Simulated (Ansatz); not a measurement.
# ScInSe3 (model cell, started as cubic perovskite with In in the octahedra): a soft mode frozen in

Which phase does ScInSe3 (model cell, started as cubic perovskite with In in the octahedra) fall into along its unstable mode, and how much energy does it gain?

Method: DFT PBEsol, scalar-relativistic, plane waves, PAW; PAW set soft_1, in Ansatz 0.2.0.

The structure was built from a prototype and need not be the compound's stable phase.

### Step 1. The starting structure

It takes space group Pm-3m (No. 221, cubic). Conventional cell: a = 5.114 Å, b = 5.114 Å, c = 5.114 Å, α = 90.00°, β = 90.00°, γ = 90.00°. Nearest to Sc lie 12 Se at 3.62 Å. Nearest to In lie 6 Se at 2.56 Å. Nearest to Se lie 2 In at 2.56 Å and 4 Sc at 3.62 Å. Farther neighbours and most contacts between anions are not listed.

### Step 2. Phonons on a q mesh

The cell comes from relaxations at this level that are not shown. Stability and thermal properties need the whole zone. Linear response on a 2×2×2 q mesh gives force constants as far as a supercell of that size would.

File input.yaml:

```yaml
crystal:
  lattice:
    - [5.1138056482, 0.0, 0.0]
    - [0.0, 5.1138056482, 0.0]
    - [0.0, 0.0, 5.1138056482]
  atoms:
    - { symbol: Sc, position: [0.0, 0.0, 0.0] }
    - { symbol: In, position: [0.5, 0.5, 0.5] }
    - { symbol: Se, position: [0.5, 0.5, 0.0] }
    - { symbol: Se, position: [0.5, 0.0, 0.5] }
    - { symbol: Se, position: [0.0, 0.5, 0.5] }
kpoints:
  mp_grid: { grid: [8, 8, 8] }
hamiltonian:
  xc: pbesol
  pseudopotentials: { kind: paw, azcp: { folder: soft_1 }, xc_functional: pbe }
scf:
  occupations: { method: methfessel_paxton, width: 0.2 }
output:
  eigenvalues: true
phonons:
  method: dfpt
  qmesh: [2, 2, 2]
  temperatures: { t_max: 1000, t_step: 50 }
  qpath:
    path:
      - [[0.0, 0.0, 0.0], [0.0, 0.5, 0.0], [0.5, 0.5, 0.0], [0.0, 0.0, 0.0], [0.5, 0.5, 0.5], [0.0, 0.5, 0.0]]
      - [[0.5, 0.5, 0.5], [0.5, 0.5, 0.0]]
    npoints: 10
```

Command:

```
$ ansatz run input.yaml --threads 4 --pin off --max-ram 16384MiB --backend cpu --events-out ev --progress --plain --runs-dir out
```

Numbers of over 12 decimals in the logs are rounded to 6 here.

Log:

```text
Engine: ansatz 0.2.0, aarch64-unknown-linux-gnu
Pseudopotentials: kind: paw
Pseudopotential: Sc, paw, valence charge 11, recommended cutoff 420 eV (normal), soft_1/Sc.paw.azcp
Pseudopotential: In, paw, valence charge 13, recommended cutoff 420 eV (normal), soft_1/In.paw.azcp
Pseudopotential: Se, paw, valence charge 16, recommended cutoff 420 eV (normal), soft_1/Se.paw.azcp
Functional definition: PBEsol
  exchange = pbesol_x
  correlation = pbesol_c
Crystal: 5 atoms, lattice volume = 133.731 Å³
Basis set: ecut = 420 eV, 2601 PW (Γ), exchange–correlation on 72×72×72 points (8 copies of the dense FFT grid, shifted against one another)
Bands: 44, of which v1, the nominal top of the filled ones, is band 36 counted from 1 (35 counted from 0)
Symmetry: 48 space group operations
k-points: 35 of 512
Non-local potential: Sc, projectors of the file, l = 0: 3, l = 1: 2, l = 2: 3, l = 3: 1
Non-local potential: In, projectors of the file, l = 0: 2, l = 1: 2, l = 2: 2, l = 3: 1
Non-local potential: Se, projectors of the file, l = 0: 2, l = 1: 2, l = 2: 3, l = 3: 1
PAW form: soft (Blöchl's): semilocal exchange-correlation on the pseudo side does not see the compensation charge
PAW frozen core: Sc, regenerated for the run's functional, and the local potential with it (the file was generated under x = pbe(κ = 0.804, μ = 0.219515), c = pbe(β = 0.066725))
PAW frozen core: In, regenerated for the run's functional, and the local potential with it (the file was generated under x = pbe(κ = 0.804, μ = 0.219515), c = pbe(β = 0.066725))
PAW frozen core: Se, regenerated for the run's functional, and the local potential with it (the file was generated under x = pbe(κ = 0.804, μ = 0.219515), c = pbe(β = 0.066725))
PAW one-centre angular grid: Sc, 590 points (default); XC on 64 Gauss nodes
PAW one-centre angular grid: In, 590 points (default); XC on 64 Gauss nodes
PAW one-centre angular grid: Se, 590 points (default); XC on 64 Gauss nodes
Initial density: superposition of atomic densities (chi_scale 0.1, normalization cell, long waves kept (reshape's long-wave potential 0.01 eV rms))
Initial wavefunctions: pseudopotential atomic-orbital guess
Functional: x = pbesol(κ = 0.804, μ = 0.123457), c = pbesol(β = 0.046)
SCF iter   1: F=—  HF=-23910.777728 eV  |F-HF|=—  |Δ(HF+E_count)|=         —  Δρ=8.76e-2  dr2=2.14e1  ethr=3.10e-3  ⟨swp⟩=6.0  Hψ=5748  notcnv=0
preconditioner: auto → Kerker (q_TF=auto, 2.461 Å⁻¹)  [metal: Δε(μ)=0.006 eV  Ē_g=9.205 eV  σ=0.200 eV  W_gap=0.03  n_scr=32 (ndim 8)  ℏωp=18.7 eV  f_vac=0.000  D(μ)=13.36/eV (n_scr^D=170)]
SCF iter   2: F=—  HF=-23910.013574 eV  |F-HF|=—  |Δ(HF+E_count)|=   7.64e-1  S|Δr|=    0.00e0  Δρ=3.93e-2  dr2=4.05e0  ethr=3.10e-3  ⟨swp⟩=2.0  Hψ=1990  notcnv=0
SCF iter   3: F=—  HF=-23909.758496 eV  |F-HF|=—  |Δ(HF+E_count)|=   2.55e-1  S|Δr|=    0.00e0  Δρ=1.14e-2  dr2=3.27e-1  ethr=3.10e-3  ⟨swp⟩=2.0  Hψ=1703  notcnv=0
SCF iter   4: F=—  HF=-23909.744881 eV  |F-HF|=—  |Δ(HF+E_count)|=   1.36e-2  S|Δr|=    0.00e0  Δρ=5.05e-3  dr2=6.00e-2  ethr=4.54e-4  ⟨swp⟩=1.4  Hψ=1579  notcnv=0
SCF iter   5: F=—  HF=-23909.744205 eV  |F-HF|=—  |Δ(HF+E_count)|=   6.75e-4  S|Δr|=    0.00e0  Δρ=2.40e-3  dr2=1.63e-2  ethr=8.34e-5  ⟨swp⟩=2.0  Hψ=2738  notcnv=0
SCF iter   6: F=—  HF=-23909.742306 eV  |F-HF|=—  |Δ(HF+E_count)|=   1.90e-3  S|Δr|=    0.00e0  Δρ=1.10e-3  dr2=3.85e-3  ethr=2.26e-5  ⟨swp⟩=2.1  Hψ=2210  notcnv=0
SCF iter   7: F=—  HF=-23909.742060 eV  |F-HF|=—  |Δ(HF+E_count)|=   2.46e-4  S|Δr|=    0.00e0  Δρ=5.54e-4  dr2=1.09e-3  ethr=5.35e-6  ⟨swp⟩=1.0  Hψ=1540  notcnv=0
SCF iter   8: F=—  HF=-23909.741999 eV  |F-HF|=—  |Δ(HF+E_count)|=   6.12e-5  S|Δr|=    0.00e0  Δρ=3.52e-4  dr2=4.62e-4  ethr=1.52e-6  ⟨swp⟩=1.0  Hψ=1540  notcnv=0
SCF iter   9: F=—  HF=-23909.741960 eV  |F-HF|=—  |Δ(HF+E_count)|=   3.90e-5  S|Δr|=    0.00e0  Δρ=1.52e-4  dr2=8.44e-5  ethr=6.42e-7  ⟨swp⟩=1.0  Hψ=1540  notcnv=0
SCF iter  10: F=—  HF=-23909.741952 eV  |F-HF|=—  |Δ(HF+E_count)|=   7.67e-6  S|Δr|=    0.00e0  Δρ=5.15e-5  dr2=9.42e-6  ethr=1.17e-7  ⟨swp⟩=1.0  Hψ=1540  notcnv=0
SCF iter  11: F=—  HF=-23909.741946 eV  |F-HF|=—  |Δ(HF+E_count)|=   6.08e-6  S|Δr|=    0.00e0  Δρ=4.63e-6  dr2=4.05e-8  ethr=1.31e-8  ⟨swp⟩=1.2  Hψ=1562  notcnv=0
SCF iter  12: F=—  HF=-23909.741948 eV  |F-HF|=—  |Δ(HF+E_count)|=   1.57e-6  S|Δr|=    0.00e0  Δρ=1.89e-6  dr2=4.91e-9  ethr=5.63e-11  ⟨swp⟩=2.1  Hψ=2867  notcnv=0
SCF iter  13: F=—  HF=-23909.741948 eV  |F-HF|=—  |Δ(HF+E_count)|=  5.89e-10  S|Δr|=    0.00e0  Δρ=4.96e-7  dr2=4.43e-10  ethr=6.82e-12  ⟨swp⟩=2.0  Hψ=2761  notcnv=0
SCF iter  14: F=—  HF=-23909.741948 eV  |F-HF|=—  |Δ(HF+E_count)|=  1.02e-10  S|Δr|=    0.00e0  Δρ=1.56e-7  dr2=4.65e-11  ethr=1.00e-12  ⟨swp⟩=2.0  Hψ=2749  notcnv=0
SCF iter  15: F=-23909.741948 eV  HF=-23909.741948 eV  |F-HF|=7.28e-12  |Δ(HF+E_count)|=  2.18e-11  S|Δr|=    0.00e0  Δρ=2.73e-8  dr2=8.42e-13  ethr=1.00e-12  ⟨swp⟩=5.5  Hψ=6825  notcnv=0
SCF 1 converged in 15 iterations: F = -23909.741948 eV  dr2 = 8.42e-13
  greatest PAW one-centre occupation: 1.000 electrons in one spin orbital (limit 2), on the Se atom at site 2 (counted from 0), in its partial waves of l = 2
Initial density: read from a saved state, or passed on in memory by an earlier SCF of this step, an earlier step, the calling program or the single point that the run made first
iter 1 solved again at ethr=3.96e-8 eV; its pass at ethr=3.10e-3 eV (dr2=2.85e-5 eV) is discarded
SCF iter   1: F=—  HF=-23909.741949 eV  |F-HF|=—  |Δ(HF+E_count)|=         —  Δρ=3.47e-7  dr2=2.30e-10  ethr=3.96e-8  ⟨swp⟩=3.3  Hψ=10317  notcnv=0
eigensolver tolerance schedule: the retry pair's looser diagonalisation over-reported the residual by 123711.56 of it (diagonalisation noise at an unbounded share of the residual, at the tolerance the schedule requests for it); recorded, not acted on — ethr = c·dr2/N_el stays at c = 1.0e-1
preconditioner: auto → Kerker (q_TF=auto, 2.461 Å⁻¹)  [metal: Δε(μ)=0.070 eV  Ē_g=9.356 eV  σ=0.200 eV  W_gap=0.28  n_scr=32 (ndim 8)  ℏωp=18.7 eV  f_vac=0.004  D(μ)=1.63/eV (n_scr^D=6)]
SCF iter   2: F=—  HF=-23909.741948 eV  |F-HF|=—  |Δ(HF+E_count)|=   1.02e-6  S|Δr|=    0.00e0  Δρ=1.43e-7  dr2=2.40e-11  ethr=1.00e-12  ⟨swp⟩=3.3  Hψ=4201  notcnv=0
SCF iter   3: F=—  HF=-23909.741948 eV  |F-HF|=—  |Δ(HF+E_count)|=  4.00e-11  S|Δr|=    0.00e0  Δρ=9.97e-8  dr2=1.40e-11  ethr=1.00e-12  ⟨swp⟩=5.1  Hψ=4678  notcnv=0
SCF iter   4: F=-23909.741948 eV  HF=-23909.741948 eV  |F-HF|=3.64e-12  |Δ(HF+E_count)|=  7.28e-12  S|Δr|=    0.00e0  Δρ=6.31e-8  dr2=6.88e-12  ethr=1.00e-12  ⟨swp⟩=3.0  Hψ=3350  notcnv=0
SCF 2 converged in 4 iterations: F = -23909.741948 eV  dr2 = 6.88e-12
  greatest PAW one-centre occupation: 1.000 electrons in one spin orbital (limit 2), on the Se atom at site 3 (counted from 0), in its partial waves of l = 2
phonons: the bands overlap, so this run is a metal and interpolates without the dipole-dipole term. If the crystal is really an insulator or semiconductor, its LO-TO splitting is missing
NSCF: frozen V_eff on 35 k-points
WARN: eigensolver did not converge (k=0): 1 band(s) unlocked after 20 sweeps at ethr=1.37e-12 eV (storage-precision floor; scheduled 1.00e-12 eV) (lowest unlocked band 43, counted from 0; max residual 1.40e-5 eV among the unlocked bands, 1.40e-5 eV over every band; other slots of this pass that fall short are told together in one closing line; warning suppressed until the next SCF loop or pass starts)
WARN: eigensolver did not converge in 2 slots of this pass, the one above among them; of largest residual over every band (k=5): 1 band(s) unlocked (lowest unlocked band 43, counted from 0; max residual 7.43e-5 eV among the unlocked bands, 7.43e-5 eV over every band); of lowest unlocked band (k=0): band 43
NSCF: frozen V_eff on 125 k-points
DFPT response loops at q = (0, 0, 0) (fractional): preconditioner auto → Kerker (q_TF=auto, 2.461 Å⁻¹) (partly filled bands, converged f_vac=0.004); β = 1.00, the filter's whole step (`scf.mixing.beta` (0.50) is not read by the response loops under this deck's `scf.mixing.preconditioner`; to damp them name `kerker` or `kerker_dos`, under which they read `scf.mixing.beta`, and type it under 1.00, their step now; both keys bind the ground state too); Broyden in place of MSR1
NSCF: frozen V_eff on 250 k-points
DFPT response loops at q = (0, 0, -0.5) (fractional): mixed as the last ones told, above
NSCF: frozen V_eff on 250 k-points
DFPT response loops at q = (0, -0.5, -0.5) (fractional): mixed as the last ones told, above
NSCF: frozen V_eff on 250 k-points
DFPT response loops at q = (-0.5, -0.5, -0.5) (fractional): mixed as the last ones told, above
SCF converged after 15 iterations
Stability not checked: this state was not tested for a lower state beside it, because cold or Methfessel-Paxton smearing, or corrected tetrahedra, fill the levels in a way that the test cannot read (fill_not_monotonic; see scf.lower_state_search)
Free energy (F): -23909.741948 eV
Harris-Foulkes:  -23909.741948 eV  (|F-HF|=7.28e-12)
Internal energy: -23909.755331 eV  (E = F + TS)
E sigma→0 (E₀):  -23909.745293 eV
Entropy (-TS):   0.013383 eV (2.677 meV/atom)
Fermi energy:    7.586432 eV
--- Per-component energies (eV) ---
  E_band       = -1415.468752
  E_kinetic    = 755.397772
  E_local      = -10690.354779  (includes V_loc(G=0)·N_el)
  E_nonlocal   = -584.017246
  E_hartree    = 5293.474562
  E_xc         = -478.041549
  E_vxc        = -462.500011  (∫ρ·V_xc dr)
  E_paw        = -11365.944564  (= ΣΔE_a)
  E_vpaw       = -1020.942651  (= ΣTr[D̂ρ^β])
  E_aug_tail   = -0.000948  (compensation charges beyond the density's cutoff)
  E_ewald      = -6843.658862
  E_core_change = 3.390284  (= ΣΔE_core)
  E_smearing   = 0.013383  (= −TS)
  E_closure    = 0.000000  (closes the sum)
  Σ components = -23909.741948   (vs F -23909.741948, Δ=0.00e0)
--- Band table (eV; the first three rows and the last of 35) ---
  k-point 0: bands = [... 32 lower, 6.5312, 6.5312, 6.7990, 6.7990, 6.7990, 7.7351, 7.7351, 7.8672, ... 4 higher]
  k-point 1: bands = [... 32 lower, 6.4071, 6.4071, 6.7125, 6.7320, 6.7320, 7.7803, 7.8724, 7.9463, ... 4 higher]
  k-point 2: bands = [... 32 lower, 6.1300, 6.1300, 6.5985, 6.5985, 7.4817, 7.8851, 7.9039, 8.2937, ... 4 higher]
  k-point 34: bands = [... 32 lower, 7.5256, 7.9124, 7.9124, 7.9124, 7.9655, 7.9655, 7.9655, 8.0171, ... 4 higher]
--- Phonons (Γ-DFPT): 4 representative perturbations + reference (Σ response iterations 12) ---
  ASR residual: 1.514e-5 → 0.000e0 eV/Å²; symmetrization residual: 1.295e-5 eV/Å²
  ASR residual per site (eV/Å²): 1.13e-5 1.12e-5 1.51e-5 1.51e-5 1.51e-5
  Γ frequencies (cm⁻¹): -190.14 -190.14 -190.14 -121.57 -121.57 -121.57 -34.49 -34.49 -34.49 0.00 0.00 0.00 273.89 273.89 273.89
--- Phonons (arbitrary-q DFPT): 4 irreducible q on the 2×2×2 mesh ---
  q = [0.0000, 0.0000, 0.0000] (star 1, of the zone-centre solve; hermiticity 1.73e-6, symmetrization 7.23e-12): -190.14 -190.14 -190.14 -121.57 -121.57 -121.57 -34.49 -34.49 -34.49 0.00 0.00 0.00 273.89 273.89 273.89
  q = [0.0000, 0.0000, -0.5000] (star 3, 9 solved perturbations in 975 linear systems a pass and spin channel, the states on 125 of 512 k-point pairs; hermiticity 4.43e-7, symmetrization 1.79e-9): -173.80 -173.80 -115.90 -100.70 -100.70 -77.30 -69.05 -46.53 -46.53 25.47 25.47 172.96 223.33 274.10 274.10
  q = [0.0000, -0.5000, -0.5000] (star 3, 9 solved perturbations in 975 linear systems a pass and spin channel, the states on 125 of 512 k-point pairs; hermiticity 7.68e-7, symmetrization 2.59e-9): -178.05 -178.05 -143.33 -106.01 -97.76 -97.76 -17.38 37.96 37.96 43.28 174.77 174.77 183.55 251.38 274.29
  q = [-0.5000, -0.5000, -0.5000] (star 1, 4 solved perturbations in 350 linear systems a pass and spin channel, the states on 125 of 512 k-point pairs; hermiticity 1.32e-6, symmetrization 2.58e-9): -189.61 -189.61 -189.61 -159.99 -159.99 -159.99 68.63 68.63 68.63 177.02 177.02 177.02 181.51 181.51 268.18
  sum rule: each row above includes the acoustic sum rule's correction from the zone centre's row sums; it moved no ω² by more than (0.26 cm⁻¹)²
  mesh force constants: q→R imaginary residual 7.30e-18; ASR residual 1.514e-5 → 0.000e0 eV/Å²; symmetrization residual 1.599e-14 eV/Å²
  interpolated dispersion: 62 rows × 15 modes
  density of states and harmonic sums: on the 12×12×12 q-mesh, interpolated from the force constants of a 2×2×2 supercell (no non-analytic term)
  largest difference from the sums on the solved wave vectors: F 2.17e-1 eV, S 3.13e-4 and C_V 9.55e-5 eV/K
  zero-point energy: 0.071787 eV/cell   skipped modes (ω ≤ 0): 613, of them read as no rigid motion or as one in doubt: 610 (7.139e0 modes/cell left out, lowest -190.14 cm⁻¹)   left out of the sums: 4.76e-1 of the cell's modes: C_V's classical limit lies that fraction below 3 k_B per atom; for a crystal, a wire or a layer, F and S can be off by more, and a phonons.interpolated_qmesh denser along its periods is the remedy for the sampling
```

Run time: 8.2 min. Hardware: 4 threads of Arm Neoverse V1, shared host; peak memory 2.1 GiB.

In the SCF lines HF is the Harris–Foulkes energy and dr2 the Hartree energy of the density residual, in eV; the loop may stop once dr2 is under the threshold and the program's other checks hold. Hψ counts applications of the Hamiltonian.

This step gave:

- volume per atom: 26.75 Å³
- gap on the k-mesh: 0 eV
- sum-rule residual before enforcement: 1.51e-5 eV/Å²
- lowest frequency on the path: -190.1 cm⁻¹
- point group: m-3m
- highest frequency on the path or at a solved wavevector: 276.1 cm⁻¹
- highest optical mode at the zone centre (no LO-TO term): 273.9 cm⁻¹
- lowest optical zone-centre mode: -190.1 cm⁻¹
- lowest mode on the q mesh (acoustic modes at Γ apart): -190.1 cm⁻¹

Frequencies (cm⁻¹) solved at each irreducible wavevector; negative means imaginary. Frequencies by wavevector, by row:

```
q in reciprocal lattice units  star  mode 1  mode 2  mode 3  mode 4  mode 13  mode 14  mode 15
                        0 0 0     1  -190.1  -190.1  -190.1  -121.6    273.9    273.9    273.9
                     0 0 -0.5     3  -173.8  -173.8  -115.9  -100.7    223.3    274.1    274.1
                  0 -0.5 -0.5     3  -178.1  -178.1  -143.3    -106    183.6    251.4    274.3
               -0.5 -0.5 -0.5     1  -189.6  -189.6  -189.6    -160    181.5    181.5    268.2
```

Interpolated from a 2×2×2 q mesh. The phonon branches at the labelled points (cm⁻¹):

| point | branch 1 | branch 2 | branch 3 | branch 4 | branch 12 | branch 13 | branch 14 | branch 15 |
| --- | --- | --- | --- | --- | --- | --- | --- | --- |
| Γ | -190 | -190 | -190 | -122 | 0 | 274 | 274 | 274 |
| halfway | -182 | -182 | -154 | -119 | 105 | 257 | 274 | 274 |
| X | -174 | -174 | -116 | -101 | 173 | 223 | 274 | 274 |
| halfway | -176 | -152 | -152 | -133 | 174 | 214 | 264 | 274 |
| M | -178 | -178 | -143 | -106 | 175 | 184 | 251 | 274 |
| halfway | -175 | -167 | -153 | -129 | 115 | 246 | 267 | 274 |
| Γ | -190 | -190 | -190 | -122 | 0 | 274 | 274 | 274 |
| halfway | -174 | -174 | -138 | -134 | 123 | 246 | 246 | 276 |
| R | -190 | -190 | -190 | -160 | 177 | 182 | 182 | 268 |
| halfway | -172 | -165 | -164 | -142 | 175 | 210 | 246 | 275 |
| X | -174 | -174 | -116 | -101 | 173 | 223 | 274 | 274 |
| jump to R | -190 | -190 | -190 | -160 | 177 | 182 | 182 | 268 |
| halfway | -182 | -182 | -159 | -152 | 176 | 182 | 229 | 273 |
| M | -178 | -178 | -143 | -106 | 175 | 184 | 251 | 274 |

Symmetry leaves 4 wavevectors to solve. The lowest mode among them, the acoustic zeros apart, lies at Γ and is imaginary, 190.1i cm⁻¹, so the energy falls along it.

### Step 3. The mode frozen in, largest atomic shift 0 Å

The mode followed lies at Γ with frequency 190.1i cm⁻¹ and is 3-fold degenerate, the softest among the wavevectors solved. At small amplitude the distorted cell has space group no. 38 by a symmetry search on the positions. The undistorted cell that holds it gives the zero of energy on the same k mesh.

input.yaml, the sections that differ from step 2:

```yaml
output:
  forces: true
  stress: true
  eigenvalues: true
# crystal, kpoints, hamiltonian, scf: as in step 2
# phonons: removed
```

Log:

```text
[...]
Crystal: 5 atoms, lattice volume = 133.731 Å³
Basis set: ecut = 420 eV, 2601 PW (Γ), exchange–correlation on 72×72×72 points (8 copies of the dense FFT grid, shifted against one another)
Bands: 44, of which v1, the nominal top of the filled ones, is band 36 counted from 1 (35 counted from 0)
Symmetry: 48 space group operations
[...]
k-points: 35 of 512
[...]
k-point 0: bands = [... 32 lower, 6.5312, 6.5312, 6.7990, 6.7990, 6.7990, 7.7351, 7.7351, 7.8672, ... 4 higher]
  k-point 1: bands = [... 32 lower, 6.4071, 6.4071, 6.7126, 6.7320, 6.7320, 7.7803, 7.8725, 7.9463, ... 4 higher]
  k-point 2: bands = [... 32 lower, 6.1300, 6.1300, 6.5985, 6.5985, 7.4818, 7.8851, 7.9040, 8.2938, ... 4 higher]
  k-point 34: bands = [... 32 lower, 7.5256, 7.9124, 7.9124, 7.9124, 7.9655, 7.9655, 7.9655, 8.0171, ... 4 higher]
[key lines of the parts left out:]
SCF converged after 11 iterations
Free energy (F): -23909.741948 eV
Fermi energy:    7.586457 eV
P = ⅓ Tr σ = 0.0062 GPa (0.062 kbar)
```

The job ended after 3.7 s (4 threads; peak memory 0.55 GiB).

Numbers from this step:

| Quantity | Value |
| --- | --- |
| pressure | 0.006152 GPa |
| energy from the undistorted cell | 0 meV/atom |

The run ends at a pressure of 0.01 GPa.

### Step 4. The mode frozen in, largest atomic shift 0.6 Å

The atoms are moved along the unstable eigenvector, the largest shift by 0.6 Å, with the cell fixed.

input.yaml, the sections that differ from step 3:

```yaml
crystal:
  lattice:
    - [5.1138056482, 0.0, 0.0]
    - [0.0, 5.1138056482, 0.0]
    - [0.0, 0.0, 5.1138056482]
  atoms:
    - { symbol: Sc, position: [0.0, 0.0829644492, 0.0829644492] }
    - { symbol: In, position: [0.5, 0.5035338634, 0.5035338634] }
    - { symbol: Se, position: [0.5, 0.4740462058, -0.0004596501] }
    - { symbol: Se, position: [0.5, -0.0004596501, 0.4740462058] }
    - { symbol: Se, position: [0.0, 0.4740462058, 0.4740462058] }
# kpoints, hamiltonian, scf, output: as in step 3
```

Log:

```text
[...]
Crystal: 5 atoms, lattice volume = 133.731 Å³
Basis set: ecut = 420 eV, 2601 PW (Γ), exchange–correlation on 72×72×72 points (8 copies of the dense FFT grid, shifted against one another)
Bands: 44, of which v1, the nominal top of the filled ones, is band 36 counted from 1 (35 counted from 0)
Symmetry: 4 space group operations
[...]
k-points: 105 of 512 (time reversal used)
[...]
k-point 0: bands = [... 32 lower, 6.1324, 6.3641, 6.7709, 6.8020, 6.9583, 8.2000, 8.2281, 8.3770, ... 4 higher]
  k-point 1: bands = [... 32 lower, 6.0643, 6.3138, 6.5362, 6.7001, 7.0981, 8.1452, 8.2542, 8.5010, ... 4 higher]
  k-point 2: bands = [... 32 lower, 5.8764, 6.1514, 6.4601, 6.5657, 7.6596, 8.2024, 8.3081, 8.6967, ... 4 higher]
  k-point 104: bands = [... 32 lower, 7.3870, 7.4724, 7.5158, 7.8170, 8.2604, 8.2908, 8.4474, 8.4970, ... 4 higher]
[key lines of the parts left out:]
SCF converged after 10 iterations
Free energy (F): -23910.822647 eV
Fermi energy:    7.588022 eV
P = ⅓ Tr σ = 1.0870 GPa (10.870 kbar)
```

Elapsed: 20 s, on 4 threads; peak memory 0.72 GiB; 77 s of CPU time.

Numbers from this step:

| Quantity | Value |
| --- | --- |
| pressure | 1.087 GPa |
| energy from the undistorted cell | -215.5 meV/atom |

The energy, extrapolated to zero smearing, is -215.51 meV/atom against the undistorted cell.

The run ends at a pressure of 1.09 GPa, with forces up to 1.9 eV/Å.

[end of part 1 of 3]

[Logs are printed without paths, hosts, clocks, repeated set-up lines and the standing remarks that a program may print on its own settings, such as how far it seeks lower states.]

[Hosts, paths, dates, database ids (printed as entryN), source tags and the programs' standing remarks are cut or masked in the printed files.]
